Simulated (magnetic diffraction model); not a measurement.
## NdErCoGe₂ below its ordering temperature

Space group C2/m (no. 12), a = 10.3650 Å, b = 4.2220 Å, c = 10.1740 Å, β = 116.88°.

| site | atom | x | y | z |
| --- | --- | --- | --- | --- |
| 4i | Er | 0.6894 | 1/2 | 0.1166 |
| 4i | Nd | 0.0038 | 0 | 0.3318 |
| 4i | Ge | 0.8362 | 1/2 | 0.4369 |
| 4i | Ge | 0.9812 | 1/2 | 0.1223 |
| 4i | Co | 0.2702 | 0 | 0.6579 |

The compound is invented for this exercise: a known structure type with other elements, its cell scaled to their sizes and not relaxed.

Only Er, Nd and Co are taken to order (form factors of Er3+, Nd3+ and Co2+); orders and moment sizes are assumed, and not adapted to the symmetry. Radiation: neutrons of λ = 2.52 Å, 3° to 60°; isotropic B of 0.33 Å² (Er), 0.41 Å² (Nd), 0.47 Å² (Ge) and 0.56 Å² (Co). Simulated constant-wavelength pattern: nuclear and magnetic terms add, the magnetic one as |2.695 fm × Σ f S⊥ exp(2πi Q·r) exp(−B s²)|², summed over all Q at one angle with the factor 1/(sin²θ cos θ). For collinear order S is the moment m, which repeats by lattice and centring translations R with the sign exp(−2πi k·R). Free-ion form factors, Sears's scattering lengths of 1992, no absorption; a label names one of the reflections at its angle. The strongest nuclear line in the range is 100, and lines under 0.2 are left out.

Above the ordering temperature:

```tsv
2θ (°)	index	I
15.96	(0 0 1)	0.9
28.20	(2 0 -1)	2.4
31.64	(2 0 0)	3.1
32.24	(0 0 2)	0.8
33.48	(2 0 -2)	0.6
38.30	(1 1 0)	1.3
38.70	(1 1 -1)	2.6
41.89	(2 0 1)	0.7
44.61	(1 1 1)	22.5
45.66	(1 1 -2)	0.5
49.23	(0 0 3)	0.9
55.80	(1 1 2)	23.6
55.92	(2 0 2)	15.2
56.52	(3 1 -1)	65.0
57.29	(1 1 -3)	100.0
57.41	(3 1 -2)	1.3
58.32	(4 0 -2)	42.0
59.45	(2 0 -4)	1.6
```

Below it (cell unchanged):

```tsv
2θ (°)	I
15.96	0.9
18.88	46.1
22.37	1.4
27.06	56.7
27.79	18.8
28.20	2.4
29.32	35.4
31.64	3.1
32.24	0.8
33.48	0.6
34.29	24.9
34.88	7.5
38.30	1.3
38.56	11.5
38.70	2.6
39.62	4.3
40.73	18.8
41.89	0.7
42.25	6.8
43.67	3.2
44.61	22.5
45.66	0.5
47.24	10.5
49.23	0.9
49.42	19.2
50.73	6.8
52.05	0.8
53.19	2.5
53.85	6.5
54.15	0.4
54.44	0.2
55.36	0.3
55.80	23.6
55.92	15.2
56.52	65.0
56.78	3.2
```
(The table stops after 36 lines; 9 more lie at higher angle.)

**Question.** Check that the new lines index with k = (1/2 1/2 1), then choose among these models:
A. collinear moments along [100], 5.3 μB on Er, 2.8 μB on Nd and 1.39 μB on Co; signs + at (0.6894, 1/2, 0.1166), + at (0.3106, 1/2, 0.8834), + at (0.0038, 0, 0.3318), + at (0.9962, 0, 0.6682), + at (0.2702, 0, 0.6579), + at (0.7298, 0, 0.3421)
B. collinear moments along [100], 5.3 μB on Er, 2.8 μB on Nd and 1.39 μB on Co; signs + at (0.6894, 1/2, 0.1166), − at (0.3106, 1/2, 0.8834), + at (0.0038, 0, 0.3318), − at (0.9962, 0, 0.6682), − at (0.2702, 0, 0.6579), + at (0.7298, 0, 0.3421)
C. collinear moments along [001], 5.3 μB on Er, 2.8 μB on Nd and 1.39 μB on Co; signs + at (0.6894, 1/2, 0.1166), + at (0.3106, 1/2, 0.8834), + at (0.0038, 0, 0.3318), + at (0.9962, 0, 0.6682), + at (0.2702, 0, 0.6579), + at (0.7298, 0, 0.3421)
D. collinear moments along [001], 5.3 μB on Er, 2.8 μB on Nd and 1.39 μB on Co; signs + at (0.6894, 1/2, 0.1166), − at (0.3106, 1/2, 0.8834), + at (0.0038, 0, 0.3318), − at (0.9962, 0, 0.6682), − at (0.2702, 0, 0.6579), + at (0.7298, 0, 0.3421)

The new lines index as (1/2 1/2 0) at 18.88°, (1/2 1/2 -1) at 22.37°, (1/2 1/2 1) at 27.06° and (-3/2 1/2 1) at 27.79°, that is as H ± k with k = (1/2 1/2 1), one of 2 inequivalent arms of its star (k and −k counted as one), which a powder can't tell apart. Half indices mean that the moments reverse under translations with k·R a half-integer, and the magnetic cell has twice the primitive volume.

Magnetic intensity, observed (below minus above) and for each model:

| 2θ (°) | index | observed | A | B | C | D |
| --- | --- | --- | --- | --- | --- | --- |
| 18.88 | (1/2 1/2 0) | 46.1 | 75.1 | 46.1 | 87.0 | 53.4 |
| 22.37 | (1/2 1/2 -1) | 1.4 | 89.5 | 1.4 | 58.8 | 0.9 |
| 27.06 | (1/2 1/2 1) | 56.7 | 5.7 | 56.7 | 4.4 | 43.8 |
| 29.32 | (3/2 -1/2 0) | 35.4 | 1.7 | 35.4 | 3.4 | 73.6 |
| 34.29 | (1/2 1/2 -2) | 24.9 | 16.0 | 24.9 | 4.9 | 7.7 |
| 34.88 | (-3/2 1/2 2) | 7.5 | 26.7 | 7.5 | 13.4 | 3.8 |
| 43.67 | (5/2 1/2 0) | 3.2 | 7.2 | 3.2 | 21.6 | 9.6 |
| 49.42 | (1/2 1/2 -3) | 19.2 | 0.8 | 19.2 | <0.2 | 4.1 |

Model B matches.

The structure used: k = (1/2 1/2 1), collinear moments along [100], 5.3 μB on Er, 2.8 μB on Nd and 1.39 μB on Co; signs + at (0.6894, 1/2, 0.1166), − at (0.3106, 1/2, 0.8834), + at (0.0038, 0, 0.3318), − at (0.9962, 0, 0.6682), − at (0.2702, 0, 0.6579), + at (0.7298, 0, 0.3421).

[Logs are printed without paths, hosts, clocks, repeated set-up lines and the standing remarks that a program may print on its own settings, such as how far it seeks lower states.]
